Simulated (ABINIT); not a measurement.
# GeBr2 (Fm-3m): third-order response, part 3 of 3

Wanted: vibrational spectra of GeBr2 (Fm-3m) from linear and non-linear response.

ABINIT 10.8.3; DFT LDA, scalar-relativistic, plane waves, HGH norm-conserving pseudopotentials.

So far. Step 7 (Zone-centre response): The acoustic modes at Γ come out as far as 2.2 cm⁻¹ from zero, where they should vanish, a small numerical error; the Born charges miss their sum rule by 0.075 e, too much: mesh or cutoff is short for the field response. The lowest optical mode is imaginary, 35i cm⁻¹, an instability at this level and on this k mesh. Step 8 (Modes with the sum rule): The rule moves no optical mode by more than 0.1 cm⁻¹. The relaxed cell has a = 6.776 Å (conventional setting).

The structure was built from a prototype and need not be the compound's stable phase.

### Step 9. Sum rules set otherwise (asr 0)

Without the rule the raw error of the acoustic modes shows.

anaddb.abi

```
ddb_filepath "gamma_DDB"
output_file "anaddb.abo"
outdata_prefix "anaddb"
asr 0
chneut 0
enunit 2
eivec 1
nph1l 1
qph1l 0.0 0.0 0.0 1.0
dieflag 2
nph2l 3
qph2l 
    1.0 0.0 0.0 0.0
    0.0 0.0 1.0 0.0
    1.0 1.0 1.0 0.0
nlflag 1
ramansr 1
alphon 1
prtmbm 1
```

mrgddb.in

```
gamma_DDB
merged
3
dfpt_gammao_DS2_DDB
dfpt_gammao_DS3_DDB
gso_DDB
```

Launch:

```
mrgddb < mrgddb.in > mrgddb.log
OMP_NUM_THREADS=1 anaddb anaddb.abi > anaddb.log
```

anaddb.abo, the main output file:

```text
[banners, grids, parts of the stress and lines that vanish by symmetry left out]
-outvars_anaddb: echo values of input variables ----------------------

 Flags :
[...]
Dielectric Tensor and Effective Charges
[...]
Effective charge tensors after
[...]
1          1       -0.000000000        0.000000000        0.000000000
[...]
1          2       -0.000000000        0.000000000        0.000000000
[...]
1          3       -0.000000000       -0.000000000       -0.000000000
[...]
2          1       -0.000000000        0.000000000        0.000000000
[...]
2          2        0.000000000       -0.000000000       -0.082584998
[...]
2          3       -0.000000000       -0.082584998       -0.000000000
[...]
3          1        0.000000000       -0.000000000       -0.000000000
[...]
3          2       -0.000000000        0.000000000        0.082584998
[...]
3          3        0.000000000        0.082584998        0.000000000
[...]
Phonon wavevector (reduced coordinates) :  0.00000  0.00000  0.00000
 Phonon energies in Hartree :
[...]
Phonon energies in meV     :
- -4.364872E+00 -4.364872E+00 -4.364872E+00  2.682457E-01  2.682457E-01
-  2.682457E-01  1.652958E+01  1.652958E+01  1.652958E+01
 Phonon frequencies in cm-1    :
- -3.520507E+01 -3.520507E+01 -3.520507E+01  2.163548E+00  2.163548E+00
-  2.163548E+00  1.333201E+02  1.333201E+02  1.333201E+02
 Phonon frequencies in Thz     :
- -1.055421E+00 -1.055421E+00 -1.055421E+00  6.486153E-02  6.486153E-02
-  6.486153E-02  3.996836E+00  3.996836E+00  3.996836E+00
 Phonon energies in Kelvin  :
- -5.065224E+01 -5.065224E+01 -5.065224E+01  3.112862E+00  3.112862E+00
-  3.112863E+00  1.918179E+02  1.918179E+02  1.918179E+02
[...]
-  1  0.00000000E+00  0.00000000E+00 -2.28155924E-03
-     0.00000000E+00  0.00000000E+00  0.00000000E+00
-  2  0.00000000E+00  0.00000000E+00  1.03323707E-03
-     0.00000000E+00  0.00000000E+00  0.00000000E+00
-  3  0.00000000E+00  0.00000000E+00  1.03323707E-03
-     0.00000000E+00  0.00000000E+00  0.00000000E+00
[...]
-  1  0.00000000E+00 -2.28155924E-03  0.00000000E+00
-     0.00000000E+00  0.00000000E+00  0.00000000E+00
-  2  0.00000000E+00  1.03323707E-03  0.00000000E+00
-     0.00000000E+00  0.00000000E+00  0.00000000E+00
-  3  0.00000000E+00  1.03323707E-03  0.00000000E+00
-     0.00000000E+00  0.00000000E+00  0.00000000E+00
[...]
-  1  2.28155924E-03  0.00000000E+00  0.00000000E+00
-     0.00000000E+00  0.00000000E+00  0.00000000E+00
-  2 -1.03323707E-03  0.00000000E+00  0.00000000E+00
-     0.00000000E+00  0.00000000E+00  0.00000000E+00
-  3 -1.03323707E-03  0.00000000E+00  0.00000000E+00
-     0.00000000E+00  0.00000000E+00  0.00000000E+00
[...]
-  1  0.00000000E+00  0.00000000E+00 -1.53285481E-03
-     0.00000000E+00  0.00000000E+00  0.00000000E+00
[...]
-     0.00000000E+00  0.00000000E+00  0.00000000E+00
[...]
-     0.00000000E+00  0.00000000E+00  0.00000000E+00
[...]
-     0.00000000E+00  0.00000000E+00  0.00000000E+00
[...]
-     0.00000000E+00  0.00000000E+00  0.00000000E+00
[...]
Phonon at Gamma, with non-analyticity in the
[...]
Phonon energies in Hartree :
[...]
Phonon energies in meV     :
- -4.364872E+00 -4.364872E+00  2.666429E-01  2.682457E-01  2.682457E-01
[...]
Phonon frequencies in cm-1    :
- -3.520507E+01 -3.520507E+01  2.150620E+00  2.163548E+00  2.163548E+00
[...]
Phonon frequencies in Thz     :
- -1.055421E+00 -1.055421E+00  6.447397E-02  6.486153E-02  6.486153E-02
[...]
Phonon energies in Kelvin  :
- -5.065224E+01 -5.065224E+01  3.094262E+00  3.112862E+00  3.112862E+00
[...]
Phonon at Gamma, with non-analyticity in the
[...]
Phonon energies in Hartree :
[...]
Phonon energies in meV     :
- -4.364872E+00 -4.364872E+00  2.666429E-01  2.682457E-01  2.682457E-01
[...]
Phonon frequencies in cm-1    :
- -3.520507E+01 -3.520507E+01  2.150620E+00  2.163548E+00  2.163548E+00
[...]
Phonon frequencies in Thz     :
- -1.055421E+00 -1.055421E+00  6.447396E-02  6.486153E-02  6.486153E-02
[...]
Phonon energies in Kelvin  :
- -5.065224E+01 -5.065224E+01  3.094262E+00  3.112862E+00  3.112863E+00
[...]
-  3 -1.03323707E-03  0.00000000E+00  0.00000000E+00
-     0.00000000E+00  0.00000000E+00  0.00000000E+00
[...]
-  1  0.00000000E+00  0.00000000E+00  1.51721214E-03
-     0.00000000E+00  0.00000000E+00  0.00000000E+00
-  2  0.00000000E+00  0.00000000E+00  1.54494104E-03
-     0.00000000E+00  0.00000000E+00  0.00000000E+00
-  3  0.00000000E+00  0.00000000E+00  1.54494104E-03
-     0.00000000E+00  0.00000000E+00  0.00000000E+00
[...]
-  1  0.00000000E+00  1.53285481E-03  0.00000000E+00
-     0.00000000E+00  0.00000000E+00  0.00000000E+00
-  2  0.00000000E+00  1.53790925E-03  0.00000000E+00
-     0.00000000E+00  0.00000000E+00  0.00000000E+00
[...]
Phonon at Gamma, with non-analyticity in the
[...]
Phonon energies in Hartree :
[...]
Phonon energies in meV     :
- -4.364872E+00 -4.364872E+00  2.666429E-01  2.682457E-01  2.682457E-01
[...]
Phonon frequencies in cm-1    :
- -3.520507E+01 -3.520507E+01  2.150620E+00  2.163548E+00  2.163548E+00
[...]
Phonon frequencies in Thz     :
- -1.055421E+00 -1.055421E+00  6.447396E-02  6.486153E-02  6.486153E-02
[...]
Phonon energies in Kelvin  :
- -5.065224E+01 -5.065224E+01  3.094262E+00  3.112862E+00  3.112862E+00
[...]
-  2  1.85276651E-03  0.00000000E+00  0.00000000E+00
[...]
-  3 -1.85276651E-03  0.00000000E+00  0.00000000E+00
[...]
-        -0.000000008       0.000000000      -0.007011648
-         0.000000042      -0.007011648       0.000000000
[...]
Spherical averages : G0=     0.000000000    G1=     0.000000000    G2=     0.000000000

-
```

It took 1.2 s on 1 thread of Arm Neoverse V1, shared host.

Read from the output:

```
lowest optical zone-centre mode : -35.21 cm⁻¹
```

Zone-centre frequencies as printed; negative means imaginary. Modes:

| mode | frequency (cm⁻¹) |
| --- | --- |
| 1 | -35.21 |
| 2 | -35.21 |
| 3 | -35.21 |
| 4 | 2.16 |
| 5 | 2.16 |
| 6 | 2.16 |
| 7 | 133.3 |
| 8 | 133.3 |
| 9 | 133.3 |

With imaginary modes the relaxed-ion tensors have no meaning and are not tabulated.

### Step 10. What came out

| Item | Value |
| --- | --- |
| space group after relaxation | Fm-3m |
| volume per atom | 25.9 Å³ |
| highest optical zone-centre mode (no LO-TO term) | 133.3 cm⁻¹ |
| lowest optical zone-centre mode | -35.2 cm⁻¹ |
| highest mode moved by the LO-TO term (probably not converged in the k mesh) | 168.6 cm⁻¹ |
| mean high-frequency dielectric constant (probably not converged in the k mesh) | 7.94 |
| largest Born charge in size (third of the trace) (probably not converged in the k mesh) | 4.34 e |
| imaginary optical modes at the zone centre (no q mesh in this session) | yes |

The largest Raman activity of GeBr2 (Fm-3m) lies at 133 cm⁻¹. At the LDA level the optical modes of GeBr2 (Fm-3m) at the zone centre (no LO-TO term) run from 35i to 133 cm⁻¹, so the structure is a saddle point, with 3 modes beyond 10i cm⁻¹ there. The base run prints -2.3 GPa, mostly the error of a finite basis; the relaxation, with a smoothed and higher cutoff, had brought the cell to rest. An error of this size shows a cutoff that is short for these files. Along the directions run, the highest mode that the macroscopic field moves lies at 169 cm⁻¹. The Born charges miss their sum rule by 0.075 e, a sign that the k mesh or the cutoff is short for the field response. The Raman intensities rest on static tensors of the transverse modes; green light lies near or above this gap, where resonance changes them. ε∞, the Born charges and what follows from them are probably not converged in the k mesh. These are harmonic frequencies at zero temperature: anharmonic shifts and linewidths and thermal expansion are left out. The HGH files keep few electrons and have no core correction, which is cheap but rough for Ge. The structure is a hypothetical one, built on a prototype.

[Host names and launcher messages were left out of these logs when they were recorded.]

[Logs are printed without paths, hosts, clocks, repeated set-up lines and the standing remarks that a program may print on its own settings, such as how far it seeks lower states.]

[Hosts, paths, dates, database ids (printed as entryN), source tags and the programs' standing remarks are cut or masked in the printed files.]
